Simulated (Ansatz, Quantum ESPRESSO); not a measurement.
# 1T-SnO2, 2 layers, AA stacking: the dipole at a withheld member of a series

How the rows were computed: Quantum ESPRESSO 7.5, PBE, GBRV ultrasoft. Cell and atoms are relaxed without a field with a D3(BJ) correction and then held. Sawtooth field with dipole correction, 17 Å of vacuum in the starting cell, Fermi-Dirac smearing of 0.002 Ry; bands along a path at each field. The series steps the field along the normal.

| field along the normal | dipole (e Å) |
| --- | --- |
| 0 V/Å | 0.0000 |
| 0.05 V/Å | 0.0148 |
| 0.2 V/Å | 0.0593 |
| 0.3 V/Å | 0.0889 |
| 0.4 V/Å | 0.1186 |

**Question.** What is the dipole at 0.1 V/Å?

**Fit.** The rows at 0.05 V/Å and 0.2 V/Å give a slope of (0.0593 − (0.0148))/(0.2 − (0.05)) = 0.2967, so a straight line gives 0.0296 e Å. A parabola through these and the row at 0 V/Å gives 0.0296 e Å.

**Check.** 0.0297 e Å. The line misses by −0.0001 and the parabola by −0.0001 e Å. Both misses are under 5 % of the step from the nearer row.

**Limits.** Ions are held; semilocal gaps are too small; in strong fields empty levels can belong to the vacuum; one stacking. Members without a usable value, or on the other side of zero field or charge, are not listed.
